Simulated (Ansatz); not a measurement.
**A convergence test on GaN (F-43m): k mesh of the density**

Aim: see how gap, energy and time of GaN (F-43m) follow the k mesh of the density.

Method: DFT, PBE, plane waves, PAW; PAW set soft_1, in Ansatz 0.2.0.

Most raw output is cut from this account.

## (1) The structure

The structure is cubic, space group F-43m (No. 216). Conventional cell: a = 4.507 Å, b = 4.507 Å, c = 4.507 Å, α = 90.00°, β = 90.00°, γ = 90.00°. Ga has 4 N at 1.95 Å nearest. Nearest to N lie 4 Ga at 1.95 Å. Farther neighbours and most contacts between anions are not listed.

The cell and positions are those that the Materials Project relaxed with its own functionals (PBE, PBE+U or r2SCAN), kept fixed. This is not the form that GaN usually takes at ambient conditions.

## (2) k mesh of the density: 4×4×4

File input.yaml:

```yaml
crystal:
  lattice:
    - [0.0, 2.2535006075, 2.2535006075]
    - [2.2535006075, 0.0, 2.2535006075]
    - [2.2535006075, 2.2535006075, 0.0]
  atoms:
    - { symbol: Ga, position: [0.0, 0.0, 0.0] }
    - { symbol: "N", position: [0.75, 0.75, 0.75] }
kpoints:
  mp_grid: { grid: [4, 4, 4] }
  band_path:
    path:
      - [0.0, 0.0, 0.0]
      - [-0.5, -0.5, 0.0]
      - [-0.375, -0.375, 0.25]
      - [-0.375, 0.0, 0.375]
      - [0.0, 0.0, 0.5]
      - [-0.5, -0.25, 0.25]
    npoints: 1
hamiltonian:
  xc: pbe
  pseudopotentials: { kind: paw, azcp: { folder: soft_1 } }
scf:
  occupations: { method: fixed }
  n_extra_bands: 4
output:
  eigenvalues: true
```

Command:

```console
$ ansatz run input.yaml --threads 3 --pin off --max-ram 92160MiB --backend cuda --events-out ev --progress --plain --runs-dir out --devices 1 --max-vram 13GiB
```

It took 7.3 s on 1 × NVIDIA H100 80GB HBM3 (shared by 6 runs) with 3 threads of AMD EPYC 7R13 (Zen 3), shared host; peak memory 0.87 GiB.

This step gave:

```
gap                  : 1.699 eV
valence top at       : Γ
conduction bottom at : Γ
least direct gap     : 1.699 eV
```

The gap is direct, at Γ.

## (3) k mesh of the density: 8×8×8 (the default)

input.yaml, the sections that differ from step 2:

```yaml
kpoints:
  mp_grid: { grid: [8, 8, 8] }
  band_path:
    path:
      - [[0.0, 0.0, 0.0], [-0.5, -0.5, 0.0], [-0.375, -0.375, 0.25]]
      - [[-0.375, 0.0, 0.375], [0.0, 0.0, 0.0], [0.0, 0.0, 0.5], [-0.5, -0.25, 0.25], [-0.5, -0.5, 0.0]]
    npoints: 10
scf:
  occupations: { method: fermi_dirac, width: 0.02 }
  n_extra_bands: 4
output:
  eigenvalues: true
  write_density: true
  write_potential: true
  elf: true
  volumetric_format: npy
# crystal, hamiltonian: as in step 2
```

The job ended after 8.3 s (1 × NVIDIA H100 80GB HBM3 (shared by 6 runs) with 3 threads; peak memory 0.89 GiB; 3.1 s of CPU time).

Numbers from this step:

| Quantity | Value |
| --- | --- |
| gap | 1.718 eV |
| valence top at | Γ |
| conduction bottom at | Γ |
| least direct gap | 1.718 eV |

The gap is 1.718 eV, +0.020 eV from the run before at this level.

## (4) k mesh of the density: 12×12×12

input.yaml, the sections that differ from step 3:

```yaml
kpoints:
  mp_grid: { grid: [12, 12, 12] }
  band_path:
    path:
      - [0.0, 0.0, 0.0]
      - [-0.5, -0.5, 0.0]
      - [-0.375, -0.375, 0.25]
      - [-0.375, 0.0, 0.375]
      - [0.0, 0.0, 0.5]
      - [-0.5, -0.25, 0.25]
    npoints: 1
scf:
  occupations: { method: fixed }
  n_extra_bands: 4
output:
  eigenvalues: true
# crystal, hamiltonian: as in step 3
```

The job ended after 7.6 s (1 × NVIDIA H100 80GB HBM3 (shared by 6 runs) with 3 threads; peak memory 0.87 GiB).

Numbers from this step:

```yaml
gap: 1.719 eV
valence_top_at: Γ
conduction_bottom_at: Γ
least_direct_gap: 1.719 eV
```

The gap is 1.719 eV, as in the run before at this level.

## (5) The series

Differences are against the last row; a negative gap means that bands overlap, and a run with a band path holds that path's time. Times are wall times on 1 × NVIDIA H100 80GB HBM3 (shared by 6 runs) with 3 threads of AMD EPYC 7R13 (Zen 3), shared host, good to a factor of about two.

| k mesh of the density | gap (eV) | direct gap (eV) | gap error (eV) | energy error (meV/atom) | irreducible k | time |
| --- | --- | --- | --- | --- | --- | --- |
| 4×4×4 | 1.699 | 1.699 | −0.020 | +31.8 | 8 | 7.3 s |
| 8×8×8 | 1.718 | 1.718 | −0.0002 | +0.2 | 29 | 8.3 s |
| 12×12×12 | 1.719 | 1.719 | +0.000 | +0.0 | 72 | 7.6 s |

## (6) Summary of results

```
4×4×4    : 1.699 eV
8×8×8    : 1.718 eV
12×12×12 : 1.719 eV
```

**Reading.** The gap holds to 0.02 eV from 4×4×4 on, the cheapest setting tried. At 4×4×4 the gap is off by −0.020 eV and the energy by +32 meV/atom. The gap is read over the mesh and added points near the edges, so meshes differ mainly through the density and, for a hybrid, the exchange operator.

[Paths, hosts, dates, memory and timing lines, banners, echoed tables and standing remarks are left out of the program output.]

[Logs are printed without paths, hosts, clocks, repeated set-up lines and the standing remarks that a program may print on its own settings, such as how far it seeks lower states.]

[Runs of the session that timed out or met a known fault of the program may be left out.]

[Cells called generated may have been cut or substituted from an entry of the Crystallography Open Database or the Materials Project.]

[Hosts, paths, dates, database ids (printed as entryN), source tags and the programs' standing remarks are cut or masked in the printed files.]
